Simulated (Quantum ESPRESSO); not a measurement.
## CH3 on Zr(0001), fcc start, 2x2 cell: work function, bands and core levels

Aim: how the adsorbate changes the work function, the valence spectrum and the core levels in CH3 on Zr(0001), fcc start, 2x2 cell.

Main program and level: Quantum ESPRESSO 7.5; DFT, PBE, plane waves, ultrasoft GBRV pseudopotentials, scalar-relativistic.

## 1. Starting point

The cell holds 4 atoms: 4 Zr. Cell: a = 3.230 Å, b = 3.230 Å, c = 22.755 Å, α = 90.0°, β = 90.0°, γ = 60.0°. It derives from Zr. Vacuum lies along c.

As a file:

```xyz
4
Lattice="3.2300 0.0000 0.0000 1.6150 2.7973 0.0000 0.0000 0.0000 22.7550" Properties=species:S:1:pos:R:3
Zr    0.0000    0.0000   15.1891
Zr    3.2300    1.8648   12.7573
Zr    0.0000    0.0000   10.0850
Zr    3.2300    1.8648    7.5000
```

## 2. Projected DOS and spectra

projwfc.x splits the states by atom and shell, which the spectra need, since each shell has its own cross section.

projwfc.in reads:

```
&projwfc
  prefix = 'pes'
  outdir = './tmp'
  filpdos = 'pes'
  ngauss = 0
  degauss = 0.00735
  DeltaE = 0.05
  Emin = -25.75
  Emax = 16.25
/
```

Run with:

```sh
$ OMP_NUM_THREADS=1 mpirun -n 4 projwfc.x -in projwfc.in > projwfc.out
```

The log of the run:

```text
Program PROJWFC v.7.5 starts

     This program is part of the open-source Quantum ESPRESSO suite
     for quantum simulation of materials; please cite
         "P. Giannozzi et al., J. Phys.:Condens. Matter 21 395502 (2009);
         "P. Giannozzi et al., J. Phys.:Condens. Matter 29 465901 (2017);
         "P. Giannozzi et al., J. Chem. Phys. 152 154105 (2020);
          URL
     in publications or presentations arising from this work. More details at

     Parallel version (MPI & OpenMP), running on       4 processor cores
     Number of MPI processes:                 4
     Threads/MPI process:                     1

     MPI processes distributed on     1 nodes
     R & G space division:  proc/nbgrp/npool/nimage =       4
     58164 MiB available memory on the printing compute node when the environment starts

     ./tmp/pes.save/

     IMPORTANT: XC functional enforced from input :
     Exchange-correlation= PBE
                           (   1   4   3   4   0   0   0)
     Any further DFT definition will be discarded
     Please, verify this is what you really want

     Parallelization info
     --------------------
     sticks:   dense  smooth     PW     G-vecs:    dense   smooth      PW
     Min         127     105     34                16579    11895    2271
     Max         128     106     35                16604    11914    2277
     Sum         511     421    139                66367    47609    9093

     Using Slab Decomposition

     Check: negative core charge=   -0.000001

     negative rho (up, down):  2.405E-01 0.000E+00

     Adding external electric field

     Computed dipole along edir(3) :
        Dipole                0.0021 Ry au,          0.0053 Debye
        Dipole field          0.0000 Ry au,

        Potential amp.       -0.0016 Ry
        Total length         41.2807 bohr

     Gaussian broadening (read from input): ngauss,degauss=   0    0.007350

     Calling projwave ....
     Subspace diagonalization in iterative solution of the eigenvalue problem:
     one sub-group per band group will be used
     scalapack distributed-memory algorithm (size of sub-group:  2*  2 procs)

     linear algebra parallelized on   4 procs

  Problem Sizes
  natomwfc =           52
  nx       =           26
  nbnd     =           36
  nkstot   =          164
  npwx     =         1573
  nkb      =           72

     Atomic states used for projection
     (read from pseudopotential files):

     state #   1: atom   1 (Zr ), wfc  1 (l=0 m= 1)
     state #   2: atom   1 (Zr ), wfc  2 (l=1 m= 1)
     state #   3: atom   1 (Zr ), wfc  2 (l=1 m= 2)
     state #   4: atom   1 (Zr ), wfc  2 (l=1 m= 3)
     state #   5: atom   1 (Zr ), wfc  3 (l=2 m= 1)
     state #   6: atom   1 (Zr ), wfc  3 (l=2 m= 2)
     state #   7: atom   1 (Zr ), wfc  3 (l=2 m= 3)
     state #   8: atom   1 (Zr ), wfc  3 (l=2 m= 4)
     state #   9: atom   1 (Zr ), wfc  3 (l=2 m= 5)
     state #  10: atom   1 (Zr ), wfc  4 (l=0 m= 1)
     state #  11: atom   1 (Zr ), wfc  5 (l=1 m= 1)
     state #  12: atom   1 (Zr ), wfc  5 (l=1 m= 2)
     state #  13: atom   1 (Zr ), wfc  5 (l=1 m= 3)
     state #  14: atom   2 (Zr ), wfc  1 (l=0 m= 1)
     state #  15: atom   2 (Zr ), wfc  2 (l=1 m= 1)
     state #  16: atom   2 (Zr ), wfc  2 (l=1 m= 2)
[...]
state #  45: atom   4 (Zr ), wfc  3 (l=2 m= 2)
     state #  46: atom   4 (Zr ), wfc  3 (l=2 m= 3)
     state #  47: atom   4 (Zr ), wfc  3 (l=2 m= 4)
     state #  48: atom   4 (Zr ), wfc  3 (l=2 m= 5)
     state #  49: atom   4 (Zr ), wfc  4 (l=0 m= 1)
     state #  50: atom   4 (Zr ), wfc  5 (l=1 m= 1)
     state #  51: atom   4 (Zr ), wfc  5 (l=1 m= 2)
     state #  52: atom   4 (Zr ), wfc  5 (l=1 m= 3)

 k =   0.0000000000  0.0000000000  0.0000000000
==== e(   1) =   -44.79902 eV ====
     psi = 0.889*[#  40]+0.064*[#  37]+0.014*[#  36]+0.009*[#  27]+0.008*[#  49]
          +0.007*[#  44]+0.003*[#  23]+0.002*[#  24]+0.002*[#  31]
    |psi|^2 = 1.000
==== e(   2) =   -44.72242 eV ====
     psi = 0.861*[#   1]+0.071*[#  24]+0.024*[#  14]+0.019*[#  23]+0.008*[#  10]
          +0.006*[#   5]+0.004*[#  37]+0.003*[#  36]+0.002*[#  18]+0.001*[#  27]

    |psi|^2 = 1.000
==== e(   3) =   -44.46232 eV ====
     psi = 0.784*[#  27]+0.066*[#  14]+0.051*[#  24]+0.040*[#  50]+0.013*[#  49]
          +0.009*[#  40]+0.007*[#  23]+0.007*[#  37]+0.006*[#  31]+0.005*[#  10]
          +0.005*[#  11]+0.003*[#  44]+0.002*[#   1]+0.002*[#  36]
    |psi|^2 = 1.000
==== e(   4) =   -44.36016 eV ====
     psi = 0.772*[#  14]+0.076*[#  27]+0.044*[#  11]+0.039*[#  37]+0.024*[#   1]
          +0.011*[#  10]+0.011*[#  18]+0.006*[#  36]+0.005*[#  31]+0.005*[#   5]
          +0.003*[#  50]+0.002*[#  40]
    |psi|^2 = 1.000
==== e(   5) =   -23.08904 eV ====
     psi = 0.338*[#   2]+0.280*[#  41]+0.190*[#  15]+0.151*[#  28]+0.013*[#  24]
          +0.012*[#  37]+0.007*[#  11]+0.006*[#  50]
    |psi|^2 = 1.000
==== e(   6) =   -22.99878 eV ====
     psi = 0.484*[#  41]+0.347*[#   2]+0.075*[#  15]+0.059*[#  28]+0.007*[#  50]
          +0.006*[#  11]+0.006*[#  36]+0.005*[#  23]+0.004*[#  37]+0.003*[#  24]

    |psi|^2 = 1.000
==== e(   7) =   -22.51627 eV ====
     psi = 0.468*[#  28]+0.178*[#  41]+0.162*[#  15]+0.158*[#   2]+0.010*[#  23]
          +0.006*[#  49]+0.005*[#  36]+0.005*[#  24]+0.003*[#  37]+0.002*[#  10]

    |psi|^2 = 1.000
==== e(   8) =   -22.42238 eV ====
     psi = 0.940*[#  42]+0.039*[#  51]+0.013*[#  29]+0.008*[#  43]
    |psi|^2 = 1.000
==== e(   9) =   -22.42238 eV ====
     psi = 0.940*[#  43]+0.039*[#  52]+0.013*[#  30]+0.008*[#  42]
    |psi|^2 = 1.000
==== e(  10) =   -22.36063 eV ====
     psi = 0.787*[#   4]+0.142*[#   3]+0.032*[#  13]+0.027*[#  17]+0.006*[#  12]
          +0.005*[#  16]
    |psi|^2 = 1.000
==== e(  11) =   -22.36063 eV ====
     psi = 0.787*[#   3]+0.142*[#   4]+0.032*[#  12]+0.027*[#  16]+0.006*[#  13]
          +0.005*[#  17]
    |psi|^2 = 1.000
==== e(  12) =   -22.16814 eV ====
     psi = 0.528*[#  15]+0.279*[#  28]+0.129*[#   2]+0.031*[#  41]+0.012*[#  10]
          +0.006*[#  49]+0.005*[#  37]+0.003*[#  36]+0.002*[#  50]+0.002*[#  11]
          +0.002*[#  24]
    |psi|^2 = 1.000
==== e(  13) =   -22.12868 eV ====
     psi = 0.550*[#  29]+0.313*[#  30]+0.052*[#  16]+0.029*[#  17]+0.023*[#  38]
          +0.013*[#  39]+0.007*[#  42]+0.004*[#  43]+0.003*[#   3]+0.002*[#   4]
          +0.001*[#  25]
    |psi|^2 = 1.000
==== e(  14) =   -22.12868 eV ====
     psi = 0.550*[#  30]+0.313*[#  29]+0.052*[#  17]+0.029*[#  16]+0.023*[#  39]
          +0.013*[#  38]+0.007*[#  43]+0.004*[#  42]+0.003*[#   4]+0.002*[#   3]
          +0.001*[#  26]
    |psi|^2 = 1.000
==== e(  15) =   -22.03861 eV ====
[...]
+0.005*[#  36]+0.004*[#  30]+0.003*[#  37]+0.003*[#  10]
[...]
psi = 0.947*[#  42]+0.038*[#  51]+0.014*[#  29]
[...]
+0.006*[#  41]+0.003*[#  10]
[...]
psi = 0.929*[#   3]+0.037*[#  12]+0.033*[#  16]
[...]
+0.001*[#  24]
[...]
+0.002*[#  25]+0.002*[#  51]
[...]
+0.003*[#  12]
[...]
+0.005*[#  37]+0.003*[#   2]+0.002*[#  41]
[...]
+0.001*[#  33]
[...]
+0.002*[#  39]+0.002*[#  26]+0.001*[#  20]
[...]
+0.002*[#  13]+0.002*[#  41]
[...]
+0.003*[#  15]+0.002*[#  13]+0.001*[#  27]
[...]
+0.001*[#  13]+0.001*[#  23]
[...]
+0.001*[#  15]+0.001*[#  47]+0.001*[#  49]+0.001*[#  34]
[...]
+0.003*[#  15]+0.003*[#  44]+0.002*[#  23]
[...]
+0.001*[#  26]+0.001*[#  39]+0.001*[#  47]
[...]
+0.031*[#  35]+0.008*[#   6]+0.002*[#  12]+0.001*[#  25]
[...]
+0.002*[#  28]+0.001*[#  26]
[...]
+0.001*[#  51]
[...]
+0.001*[#  33]
[...]
+0.002*[#  51]+0.001*[#  12]
[...]
+0.002*[#   5]+0.002*[#  44]+0.002*[#  37]+0.002*[#  24]
[...]
+0.051*[#  48]+0.013*[#  22]+0.003*[#  35]
[...]
+0.003*[#  38]+0.002*[#  25]+0.001*[#  20]+0.001*[#  21]
[...]
k =   0.0000000000  0.1283000598  0.0000000000
[...]
+0.007*[#  36]+0.005*[#  44]+0.002*[#  31]
[...]
+0.003*[#  30]+0.003*[#  24]+0.002*[#  39]+0.001*[#  26]
[...]
psi = 0.947*[#  42]+0.036*[#  51]+0.016*[#  29]
[...]
psi = 0.926*[#   3]+0.038*[#  16]+0.034*[#  12]
[...]
+0.003*[#  50]+0.001*[#  10]+0.001*[#  26]+0.001*[#  31]
[...]
+0.001*[#  31]+0.001*[#  49]
[...]
+0.002*[#  25]+0.002*[#  51]
[...]
+0.001*[#   7]+0.001*[#  46]
[...]
+0.001*[#   1]+0.001*[#  40]
[...]
+0.003*[#  36]+0.002*[#  14]+0.002*[#  23]+0.001*[#  33]
[...]
k =   0.0000000000  0.1924500897  0.0000000000
[...]
+0.003*[#  24]+0.002*[#  23]+0.002*[#  10]+0.001*[#  44]
[...]
psi = 0.946*[#  42]+0.032*[#  51]+0.019*[#  29]+0.001*[#  48]
[...]
psi = 0.922*[#   3]+0.045*[#  16]+0.030*[#  12]+0.001*[#   9]
[...]
k =   0.0000000000  0.2566001197  0.0000000000
[...]
psi = 0.946*[#  42]+0.028*[#  51]+0.023*[#  29]+0.002*[#  48]
[...]
psi = 0.917*[#   3]+0.052*[#  16]+0.026*[#  12]+0.002*[#   9]
[...]
k =   0.0000000000  0.3207501496  0.0000000000
[...]
psi = 0.946*[#  42]+0.027*[#  29]+0.023*[#  51]+0.002*[#  48]
[...]
psi = 0.913*[#   3]+0.060*[#  16]+0.021*[#  12]+0.002*[#   9]
[...]
k =   0.0000000000  0.3849001795  0.0000000000
[...]
psi = 0.946*[#  42]+0.031*[#  29]+0.019*[#  51]+0.001*[#  48]
[...]
k =   0.0000000000  0.4490502094  0.0000000000
[...]
psi = 0.946*[#  42]+0.034*[#  29]+0.016*[#  51]
[...]
+0.002*[#  28]+0.002*[#  43]+0.001*[#  11]+0.001*[#  27]
[...]
+0.002*[#  44]+0.002*[#  14]+0.001*[#  33]+0.001*[#  43]
[...]
+0.001*[#  30]+0.001*[#  27]
[...]
+0.002*[#  51]+0.002*[#  12]
[...]
+0.004*[#  25]+0.003*[#   6]
[...]
k =   0.0000000000  0.5132002393  0.0000000
[... cut ...]
00
[...]
+0.002*[#  52]+0.002*[#  14]+0.002*[#  28]+0.001*[#  41]
[...]
+0.002*[#  29]
[...]
+0.002*[#  50]
[...]
+0.001*[#  40]+0.001*[#  14]+0.001*[#  46]
[...]
+0.001*[#  29]
[...]
+0.001*[#  40]+0.001*[#  28]
[...]
+0.002*[#  10]+0.002*[#  15]+0.001*[#  28]+0.001*[#  29]
[...]
+0.001*[#   8]+0.001*[#  22]+0.001*[#  52]
[...]
+0.001*[#  37]+0.001*[#  49]
[...]
+0.001*[#  36]+0.001*[#  23]+0.001*[#  24]+0.001*[#  39]
[...]
+0.001*[#  23]
[...]
k =  -0.5000000000  0.6094252842  0.0000000000
[...]
+0.003*[#  47]+0.002*[#  32]+0.001*[#  44]
[...]
+0.002*[#  40]+0.002*[#  19]
[...]
+0.002*[#  21]+0.002*[#  32]+0.001*[#  36]
[...]
+0.002*[#  17]+0.001*[#  36]+0.001*[#  44]
[...]
+0.002*[#  19]+0.001*[#  17]
[...]
+0.001*[#  18]+0.001*[#  22]+0.001*[#  32]+0.001*[#  35]
[...]
+0.001*[#  36]+0.001*[#  15]+0.001*[#  19]+0.001*[#  22]
[...]
+0.002*[#  25]+0.002*[#  38]+0.001*[#  50]
[...]
+0.001*[#  32]
[...]
|psi|^2 = 1.000
==== e(  12) =   -22.51942 eV ====
     psi = 0.340*[#  16]+0.178*[#   2]+0.163*[#  28]+0.125*[#   4]+0.041*[#  29]
[...]
+0.001*[#  21]+0.001*[#  31]+0.001*[#  50]
    |psi|^2 = 1.000
==== e(  13) =   -22.44280 eV ====
     psi = 0.476*[#  30]+0.128*[#  28]+0.122*[#  17]+0.072*[#  15]+0.067*[#  16]
[...]
+0.001*[#  37]
    |psi|^2 = 1.000
==== e(  14) =   -22.35096 eV ====
     psi = 0.346*[#  30]+0.253*[#  28]+0.159*[#  17]+0.116*[#  16]+0.027*[#  41]
[...]
+0.002*[#  26]+0.001*[#  29]+0.001*[#  50]+0.001*[#  52]
    |psi|^2 = 1.000
==== e(  15) =   -22.26456 eV ====
     psi = 0.578*[#  17]+0.179*[#  28]+0.071*[#   2]+0.063*[#  16]+0.022*[#  15]
[...]
+0.001*[#   3]+0.001*[#  10]
    |psi|^2 = 1.000
==== e(  16) =   -22.22337 eV ====
     psi = 0.654*[#  15]+0.107*[#  28]+0.061*[#  30]+0.046*[#   3]+0.033*[#   4]
[...]
+0.002*[#  43]+0.001*[#  11]+0.001*[#  38]
    |psi|^2 = 1.000
==== e(  17) =     2.18492 eV ====
     psi = 0.095*[#   6]+0.086*[#  25]+0.085*[#  19]+0.084*[#  38]+0.069*[#  32]
[...]
+0.001*[#  33]
    |psi|^2 = 0.999
==== e(  18) =     2.26771 eV ====
     psi = 0.250*[#  19]+0.155*[#  32]+0.068*[#   6]+0.048*[#   9]+0.039*[#  12]
[...]
+0.020*[#  23]+0.020*[#  10]+0.020*[#  48]+0.019*[#  31]+0.019*[#  51]
          +0.016*[#  20]+0.017*[#  22]+0.016*[#  36]+0.015*[#  33]+0.013*[#  21]
          +0.012*[#  47]+0.012*[#   7]+0.011*[#  35]+0.011*[#  24]+0.010*[#  49]
          +0.009*[#  34]+0.007*[#  37]+0.007*[#  11]+0.005*[#   5]+0.004*[#   1]
          +0.004*[#  14]+0.004*[#  46]+0.004*[#  50]+0.004*[#   3]+0.004*[#  44]
          +0.003*[#  13]+0.003*[#  26]+0.003*[#  27]+0.003*[#  16]+0.002*[#  39]
          +0.002*[#  40]+0.002*[#  29]+0.001*[#  42]+0.001*[#  52]+0.001*[#   2]
          +0.001*[#  15]
    |psi|^2 = 0.999
==== e(  19) =     2.44217 eV ====
     psi = 0.210*[#  32]+0.140*[#  45]+0.097*[#  19]+0.074*[#   6]+0.055*[#  51]
          +0.038*[#  38]+0.030*[#  47]+0.028*[#  20]+0.024*[#  49]+0.022*[#   9]
          +0.022*[#  12]+0.021*[#  33]+0.021*[#  25]+0.021
```

Run time: 4.7 s. Hardware: 4 MPI ranks of Arm Neoverse V1, shared host.

Numbers from this step:

| Property | Result |
| --- | --- |
| zero of energy | Fermi level |
| share of occupied states in no projected shell | 0.001 of the occupied states in the window |
| DOS at the Fermi level | 7.38 states/eV/cell |

Simulated valence spectra by photon energy, shown to 13 eV, since a deeper line would dwarf them at some energies; the 100 % can be that line's tail at the edge; this run's widths, added to any smearing of the DOS itself: Gaussian 0.35 eV, Lorentzian 0.05 eV plus 0.08 an eV of depth. Table of intensity by binding energy, zero at the Fermi level; values in % of the maximum within 13 eV:

| binding energy (eV) | 21.2 eV | 40.8 eV | 1486.7 eV | 2984.3 eV | 9251.7 eV |
| --- | --- | --- | --- | --- | --- |
| -1.0 | 1.14 | 1.44 | 1.97 | 2.71 | 4.89 |
| -0.5 | 2.74 | 3.11 | 3.58 | 4.36 | 6.63 |
| 0.0 | 56.1 | 59.6 | 56.2 | 56.8 | 57.3 |
| 0.5 | 74.4 | 76.8 | 74.6 | 75.4 | 77.1 |
| 1.0 | 95.8 | 97.2 | 94.8 | 94.2 | 91.0 |
| 1.5 | 68.2 | 70.2 | 67.7 | 68.1 | 70.7 |
| 2.0 | 67.6 | 66.7 | 70.4 | 74.2 | 95.4 |
| 2.5 | 47.7 | 47.8 | 52.3 | 58.7 | 94.4 |
| 3.0 | 16.9 | 17.3 | 22.2 | 29.1 | 64.9 |
| 3.5 | 5.06 | 5.75 | 9.64 | 15.3 | 44.1 |
| 4.0 | 2.18 | 2.84 | 6.17 | 11.0 | 35.4 |
| 4.5 | 1.16 | 1.75 | 4.37 | 8.18 | 26.9 |
| 5.0 | 0.682 | 1.23 | 3.25 | 6.15 | 19.7 |
| 5.5 | 0.454 | 0.949 | 2.26 | 4.07 | 11.0 |
| 6.0 | 0.334 | 0.825 | 1.93 | 3.41 | 8.18 |
| 6.5 | 0.260 | 0.769 | 1.86 | 3.31 | 7.69 |
| 7.0 | 0.210 | 0.741 | 1.86 | 3.33 | 7.66 |
| 7.5 | 0.173 | 0.730 | 1.89 | 3.41 | 7.82 |
| 8.0 | 0.145 | 0.732 | 1.95 | 3.53 | 8.08 |
| 8.5 | 0.123 | 0.742 | 2.02 | 3.68 | 8.41 |
| 9.0 | 0.107 | 0.759 | 2.10 | 3.85 | 8.80 |
| 9.5 | 0.0929 | 0.783 | 2.20 | 4.04 | 9.25 |
| 10.0 | 0.0817 | 0.813 | 2.31 | 4.26 | 9.76 |
| 10.5 | 0.0725 | 0.849 | 2.44 | 4.50 | 10.3 |
| 11.0 | 0.0647 | 0.891 | 2.58 | 4.77 | 10.9 |
| 11.5 | - | 0.938 | 2.74 | 5.07 | 11.6 |
| 12.0 | - | 0.992 | 2.91 | 5.41 | 12.4 |
| 12.5 | - | 1.05 | 3.11 | 5.78 | 13.3 |

Maxima picked by a test of local sharpness, so broad peaks and shoulders can be missing; peaks within 0.45 eV of a curve's cut are left out. Valence peaks, by row:

```csv
photon energy (eV),binding energy (eV),height (% of the maximum within 13 eV),main shell,its share (%)
21.2,1.954,67.93,Zr 4d,99.51
21.2,0.8536,100,Zr 4d,99.62
21.2,0.2036,78.42,Zr 4d,99.47
40.8,26.85,158.9,Zr 4p,99.37
40.8,2.004,66.94,Zr 4d,98.38
40.8,0.9036,100,Zr 4d,99.12
40.8,0.2036,83.64,Zr 4d,98.89
1487,26.8,481,Zr 4p,99.71
1487,2.004,70.6,Zr 4d,90.72
1487,0.8536,100,Zr 4d,94.83
1487,0.2036,77.93,Zr 4d,93.82
2984,26.8,899.6,Zr 4p,99.79
2984,2.004,74.46,Zr 4d,80.98
2984,0.8536,100,Zr 4d,89.45
2984,0.2036,78.48,Zr 4d,87.7
9252,26.8,2068,Zr 4p,99.8
9252,2.204,100,Zr 5s,45.56
9252,0.8036,98.71,Zr 4d,65.54
9252,0.2036,79.12,Zr 4d,63.37
```

The spectra weight each projected shell by its atomic cross section (Dirac–Hartree–Slater) and angular factor, for linear light with the analyser at 54.7° from the polarisation. Broadening, on top of any smearing of the DOS itself: a Gaussian of 0.35 eV and a Lorentzian of 0.05 eV plus 0.08 times the binding energy (full widths), Fermi edge at 20 K. Each atom is damped by exp[−depth/(λ cos θ)], θ = 60° from the normal, λ from the universal curve. Curves are cut 10 eV under the photon energy, above any shell that the free atom's threshold puts out of reach, or at the lower edge of the window: 11.2 eV at 21.2 eV, 29.2 eV at 40.8 eV, 29.2 eV at 1486.7 eV, 29.2 eV at 2984.3 eV and 29.2 eV at 9251.7 eV. Dipole terms alone, which is rough above 3 keV; no background, satellites or final-state effects.

Share of each shell in the spectrum's area (%), by photon energy:

| shell | 21.2 eV | 40.8 eV | 1486.7 eV | 2984.3 eV | 9251.7 eV |
| --- | --- | --- | --- | --- | --- |
| Zr 5s | 0.1 | 0.2 | 0.7 | 1.0 | 2.1 |
| Zr 4p | 0.0 | 69.4 | 87.1 | 92.2 | 95.3 |
| Zr 4d | 99.4 | 30.2 | 11.6 | 6.2 | 2.0 |

At the Fermi level the DOS is 7.38 states/eV a cell, and on the broadened curves Zr 4d holds 78 % of the total there.

(Continued in part 2 of 6.)

[Logs are printed without paths, hosts, clocks, repeated set-up lines and the standing remarks that a program may print on its own settings, such as how far it seeks lower states.]

[Hosts, paths, dates, database ids (printed as entryN), source tags and the programs' standing remarks are cut or masked in the printed files.]

[Maps of the electrostatic potential energy from Ansatz leave out the sawtooth potential of an applied field or a dipole correction, so their vacuum need not be flat; work functions include it.]
